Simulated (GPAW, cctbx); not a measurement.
## By hand: from a DFT structure factor to an extinction distance in RbNbS3

RbNbS3, Pm-3m (no. 221), a = 4.9011 Å, b = 4.9011 Å, c = 4.9011 Å, α = 90.00°, β = 90.00°, γ = 90.00°.

```csv
atom,mult.,x,y,z
Nb1,1,0,0,0
Rb1,1,1/2,1/2,1/2
S1,3,0,0,1/2
```

The cell comes from substitution in a known structure type and wasn't matched to any measured phase.

A DFT run (GPAW, PBE, 450 eV, 4×4×4 k-points, Fermi–Dirac width 0.05 eV) gives the static X-ray structure factor of 111 as 32.960 e for the conventional cell; superposed free atoms give 32.328 e. **Problem.** Find the Fourier component V of the crystal potential and the two-beam extinction distance at 120 kV in both cases.

**1. Geometry**

The cell volume is Ω = 117.73 Å³ and d(111) = 2.8297 Å, so g = 1/d = 0.3534 Å⁻¹.

**2. The nuclei**

Electrons feel nuclei as well as electrons, so the nuclear charges are summed with the same phases.

Phase sums Σ exp(2πi h·x), turned so that the total is real and positive: Nb -1.000, Rb +1.000, S +3.000. Then F_Z = 41 × (-1.000) + 37 × (+1.000) + 16 × (+3.000) = 44.00 e. The electron term has the same sign for this reflection.

**3. Mott–Bethe**

Poisson's equation, term by term, gives V = (e/4πε₀)(F_Z − F)/(πΩg²), with e/4πε₀ = 14.3996 V Å.

The prefactor is 14.3996 × 2.8297²/(π × 117.73) = 0.31174 V per electron. Free atoms: (44.00 − 32.328) × 0.31174 = 3.639 V. Crystal: (44.00 − 32.960) × 0.31174 = 3.442 V. F changes by +1.95 % and V by -5.4 %: the same 0.63 e is measured against F_Z − F = 11.7 e in place of F = 32.3 e.

**4. Extinction distance**

In the two-beam case ξ = 1/(λU) with U = 2γm₀eV/h², that is ξ = 150.41 V Å²/(γλV).

At 120 kV, λ = 0.03349 Å and γ = 1.2348. Free atoms: ξ = 1000 Å. Crystal: ξ = 1057 Å. The thickness fringes go as sin²(πt/ξ), so the two patterns slip by a quarter of a period when t|1/ξ₁ − 1/ξ₀| = 1/4, at t ≈ 461 nm. Thermal motion, absorption and many-beam coupling, left out here, change a real pattern.

**5. Answer**

V(111) is 3.44 V against 3.64 V, and ξ is 1057 against 1000 Å. Limits: static atoms, two beams.

[Outputs are excerpts: Python notices, other lines and further rows are left out; steps that failed or that the build refused (PBEsol, TPSS) are not shown.]

[Logs are printed without paths, hosts, clocks, repeated set-up lines and the standing remarks that a program may print on its own settings, such as how far it seeks lower states.]
